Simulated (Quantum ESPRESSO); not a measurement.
**Magnetic state of CaNiN from several starts**

A self-consistent run ends on one state, which hangs on the start. Several orders of CaNiN are started in Quantum ESPRESSO and their energies compared.

Main program and level: Quantum ESPRESSO 7.5; LDA; plane waves with GBRV 1.5 LDA potentials, no spin-orbit coupling.

This is a report of a sequence of runs, with most program output left out.

## 1. The structure

The structure is tetragonal, space group P4_2/mmc (No. 131). The conventional cell has a = 3.581 Å, b = 3.581 Å, c = 7.010 Å, α = 90.00°, β = 90.00°, γ = 90.00°. Nearest to Ca lie 4 N at 2.51 Å. Nearest to Ni lie 2 N at 1.79 Å. N has 2 Ni at 1.79 Å and 4 Ca at 2.51 Å nearest. Farther neighbours and most contacts between anions are not listed.

Structure file:

```cif
data_structure
_symmetry_space_group_name_H-M 'P 1'
_symmetry_Int_Tables_number 1
_cell_length_a 3.5809
_cell_length_b 3.5809
_cell_length_c 7.0096
_cell_angle_alpha 90.000
_cell_angle_beta 90.000
_cell_angle_gamma 90.000
_cell_volume 89.88
loop_
_atom_site_label
_atom_site_type_symbol
_atom_site_fract_x
_atom_site_fract_y
_atom_site_fract_z
_atom_site_occupancy
Ca1 Ca 0.00000 0.00000 0.25000 1
Ca2 Ca 0.00000 0.00000 0.75000 1
Ni3 Ni 0.50000 0.50000 0.00000 1
Ni4 Ni 0.50000 0.50000 0.50000 1
N5 N 0.00000 0.50000 0.00000 1
N6 N 0.50000 0.00000 0.50000 1
```

The cell comes from the Crystallography Open Database.

## 2. Start 1: ferro ++

The signs are those of the starting moments on the seeded atoms, the atoms that are given a moment.

ASE passes magmoms on as starting_magnetization. pw.x reads values of 1 or more as Bohr magnetons; where all are smaller, it reads them as fractions of the valence charge.

File pw.py:

```python
from ase import Atoms
from ase.calculators.espresso import Espresso, EspressoProfile

atoms = Atoms(['Ca', 'Ca', 'Ni', 'Ni', 'N', 'N'],
    cell=[[3.5809, 0.0, 0.0],
         [0.0, 3.5809, 0.0],
         [0.0, 0.0, 7.0096]],
    scaled_positions=[[0.0, 0.0, 0.25],
         [0.0, 0.0, 0.75],
         [0.5, 0.5, 0.0],
         [0.5, 0.5, 0.5],
         [0.0, 0.5, 0.0],
         [0.5, 0.0, 0.5]],
    pbc=True,
    magmoms=[0.0, 0.0, 2.0, 2.0, 0.0, 0.0])
input_data = {
    'control': {'calculation': 'scf', 'prefix': 'pwscf', 'outdir': './tmp', 'disk_io': 'nowf'},
    'system': {'ecutwfc': 40.0, 'ecutrho': 280.0, 'nbnd': 46, 'occupations': 'smearing', 'smearing': 'fd', 'degauss': 0.00734986, 'nspin': 2},
    'electrons': {'conv_thr': 1.2e-08, 'electron_maxstep': 150, 'mixing_beta': 0.3},
}
atoms.calc = Espresso(
    profile=EspressoProfile(command='mpirun -n 2 pw.x -nk 2', pseudo_dir='pseudo'),
    pseudopotentials={'Ni': 'ni_lda_v1.4.uspp.F.UPF', 'N': 'n_lda_v1.2.uspp.F.UPF', 'Ca': 'ca_lda_v1.uspp.F.UPF'},
    input_data=input_data,
    kpts=(6, 6, 6),
    koffset=(0, 0, 0))
atoms.get_potential_energy()
energy = atoms.calc.results['free_energy']
print(f'free energy: {energy:.6f} eV')
print('site moments (muB):', atoms.get_magnetic_moments().round(3))
```

File espresso.pwi:

```
&CONTROL
   calculation      = 'scf'
   outdir           = './tmp'
   prefix           = 'pwscf'
   disk_io          = 'nowf'
   pseudo_dir       = 'pseudo'
/
&SYSTEM
   nbnd             = 46
   ecutwfc          = 40.0
   ecutrho          = 280.0
   occupations      = 'smearing'
   degauss          = 0.00734986
   smearing         = 'fd'
   nspin            = 2
   starting_magnetization(1) = 0.0
   starting_magnetization(2) = 2.0
   starting_magnetization(3) = 0.0
   ntyp             = 3
   nat              = 6
   ibrav            = 0
/
&ELECTRONS
   electron_maxstep = 150
   conv_thr         = 1.2e-08
   mixing_beta      = 0.3
/
&IONS
/
&CELL
/
&FCP
/
&RISM
/
ATOMIC_SPECIES
Ca  40.078 ca_lda_v1.uspp.F.UPF
Ni  58.6934 ni_lda_v1.4.uspp.F.UPF
N  14.007 n_lda_v1.2.uspp.F.UPF

K_POINTS automatic
6 6 6  0 0 0

CELL_PARAMETERS angstrom
3.58090000000000 0.00000000000000 0.00000000000000
0.00000000000000 3.58090000000000 0.00000000000000
0.00000000000000 0.00000000000000 7.00960000000000

ATOMIC_POSITIONS angstrom
Ca  0.0000000000 0.0000000000 1.7524000000  
Ca  0.0000000000 0.0000000000 5.2572000000  
Ni  1.7904500000 1.7904500000 0.0000000000  
Ni  1.7904500000 1.7904500000 3.5048000000  
N  0.0000000000 1.7904500000 0.0000000000  
N  1.7904500000 0.0000000000 3.5048000000
```

On the command line:

```sh
> OMP_NUM_THREADS=1 python3 pw.py > pw.log
```

It took 2.9 min on 2 MPI ranks of Arm Neoverse V1, shared host; peak memory 0.55 GiB; 5.8 min of CPU time.

Spin moment in the atom's sphere by atom:

```
atom  spin moment in the atom's sphere (μB)
 Ca1                                 0.0000
 Ca2                                 0.0000
 Ni3                                 0.0001
 Ni4                                 0.0001
  N5                                 0.0000
  N6                                 0.0000
```

Numbers from this step:

| Property | Result |
| --- | --- |
| smearing term TS | 0.1237 eV |
| magnetization | 0 μB |
| absolute magnetization | 0 μB |
| final state | non-magnetic |

## 3. Run 2 (antiferro +−)

pw.py, as its differences from that of step 2:

```diff
@@ -14,6 +14,6 @@
     pbc=True,
-    magmoms=[0.0, 0.0, 2.0, 2.0, 0.0, 0.0])
+    magmoms=[0.0, 0.0, 2.0, -2.0, 0.0, 0.0])
 input_data = {
     'control': {'calculation': 'scf', 'prefix': 'pwscf', 'outdir': './tmp', 'disk_io': 'nowf'},
-    'system': {'ecutwfc': 40.0, 'ecutrho': 280.0, 'nbnd': 46, 'occupations': 'smearing', 'smearing': 'fd', 'degauss': 0.00734986, 'nspin': 2},
+    'system': {'ecutwfc': 40.0, 'ecutrho': 280.0, 'nbnd': 44, 'occupations': 'smearing', 'smearing': 'fd', 'degauss': 0.00734986, 'nspin': 2},
     'electrons': {'conv_thr': 1.2e-08, 'electron_maxstep': 150, 'mixing_beta': 0.3},
```

On the command line:

```sh
> OMP_NUM_THREADS=1 python3 pw.py > pw.log
```

The job ended after 4.6 min (2 MPI ranks; peak memory 0.64 GiB).

Spin moment in the atom's sphere by atom:

```
atom  spin moment in the atom's sphere (μB)
 Ca1                                 0.0000
 Ca2                                 0.0000
 Ni3                                 0.0002
 Ni4                                 0.0001
  N5                                 0.0002
  N6                                -0.0001
```

Read from the output:

| Item | Value |
| --- | --- |
| smearing term TS | 0.1237 eV |
| magnetization | 0 μB |
| absolute magnetization | 0 μB |
| final state | non-magnetic |

## 4. Run 3, typed as no spin polarisation

pw.py, as its differences from that of step 3:

```diff
@@ -13,7 +13,6 @@
          [0.5, 0.0, 0.5]],
-    pbc=True,
-    magmoms=[0.0, 0.0, 2.0, -2.0, 0.0, 0.0])
+    pbc=True)
 input_data = {
     'control': {'calculation': 'scf', 'prefix': 'pwscf', 'outdir': './tmp', 'disk_io': 'nowf'},
-    'system': {'ecutwfc': 40.0, 'ecutrho': 280.0, 'nbnd': 44, 'occupations': 'smearing', 'smearing': 'fd', 'degauss': 0.00734986, 'nspin': 2},
+    'system': {'ecutwfc': 40.0, 'ecutrho': 280.0, 'nbnd': 44, 'occupations': 'smearing', 'smearing': 'fd', 'degauss': 0.00734986},
     'electrons': {'conv_thr': 1.2e-08, 'electron_maxstep': 150, 'mixing_beta': 0.3},
@@ -29,2 +28 @@
 print(f'free energy: {energy:.6f} eV')
-print('site moments (muB):', atoms.get_magnetic_moments().round(3))
```

On the command line:

```sh
> OMP_NUM_THREADS=1 python3 pw.py > pw.log
```

The job ended after 78 s (2 MPI ranks; peak memory 0.45 GiB).

Numbers from this step:

- smearing term TS: 0.1237 eV
- final state: non-magnetic (no spin polarisation)

## 5. What a mistake does

One input was spoiled on purpose, to see how the program answers.

File pw.in:

```
&CONTROL
  calculation = 'scf'
  prefix = 'pwscf'
  outdir = './tmp'
  pseudo_dir = './pseudo'
  disk_io = 'nowf'
/
&SYSTEM
  ibrav = 0
  nat = 6
  ntyp = 3
  ecutwfc = 40
  ecutrho = 280
  nbnd = 46
  occupations = 'smearing'
  smearing = 'fd'
  degauss = 0.00734986
  nspin = 2
  starting_magnetization(1) = 0
  starting_magnetization(2) = 0.1111
  starting_magnetization(3) = 0
/
&ELECTRONS
  conv_thr = 1.2d-08
  electron_maxstep = 75
  mixing_beta = 0.3
/
ATOMIC_SPECIES
Ca     40.0780 ca_lda_v1.uspp.F.UPF
Ni     58.6934 ni_lda_v1.4.uspp.F.UPF
N      14.0070 n_lda_v1.2.uspp.F.UPF
CELL_PARAMETERS angstrom
   3.5809000000    0.0000000000    0.0000000000
   0.0000000000    3.5809000000    0.0000000000
   0.0000000000    0.0000000000    7.0096000000
ATOMIC_POSITIONS crystal
Ca      0.0000000000    0.0000000000    0.2500000000
Ca      0.0000000000    0.0000000000    0.7500000000
Ni      0.5000000000    0.5000000000    0.0000000000
Ni      0.5000000000    0.5000000000    0.5000000000
N       0.0000000000    0.5000000000    0.0000000000
N       0.5000000000    0.0000000000    0.5000000000
K_POINTS automatic
0 6 6 0 0 0
```

On the command line:

```sh
> OMP_NUM_THREADS=1 mpirun -n 2 pw.x -nk 2 -in pw.in > pw.out
```

The job ended after 0.49 s (2 MPI ranks; peak memory 0.05 GiB).

The input was rejected at the start.

The program's message: “card_kpoints (1): invalid values for nk1, nk2, nk3”

The fault put into the input: a mesh with a zero.

## 6. The states side by side

An order is kept where moments of 0.15 μB or more survive with the typed signs; meshes match where a doubled cell samples the same k points as the first cell.

Orders:

```
               start   final state  typed order kept  energy over the lowest (meV a seeded atom)  largest site moment (μB)  net moment (μB a cell of the first run)  mesh matched  CPU time (s)
            ferro ++  non-magnetic                no                                           0                         0                                        0           yes         348.1
        antiferro +-  non-magnetic                no                                           0                         0                                        0           yes         553.3
no spin polarisation  non-magnetic                 -                                           0                         0                                        0           yes         154.9
```

## 7. Summary of results

| Item | Value |
| --- | --- |
| lowest state found | non-magnetic (from ferro ++, antiferro +- and no spin polarisation) |
| largest site moment | 0 μB |

What this shows: The lowest state carries no moment, and no start kept one. Only these 3 starts were compared; other wavevectors, canted and longer-period orders were not. Energies are free energies at an electronic temperature of 1160 K, which lowers moments and differences where the moments are itinerant. No Hubbard term acts here. In such compounds local and semilocal functionals without one often delocalise the d electrons, and can shrink or lose moments and miss the size, sign and order of the couplings.

[Logs and program files are shortened in this print: banners, set-up blocks, solver, clock and traceback lines can be left out without a mark of their own.]

[Logs are printed without paths, hosts, clocks, repeated set-up lines and the standing remarks that a program may print on its own settings, such as how far it seeks lower states.]

[Hosts, paths, dates, database ids (printed as entryN), source tags and the programs' standing remarks are cut or masked in the printed files.]

[Where a cell is said to come from a database of computed structures, the database is the Materials Project.]
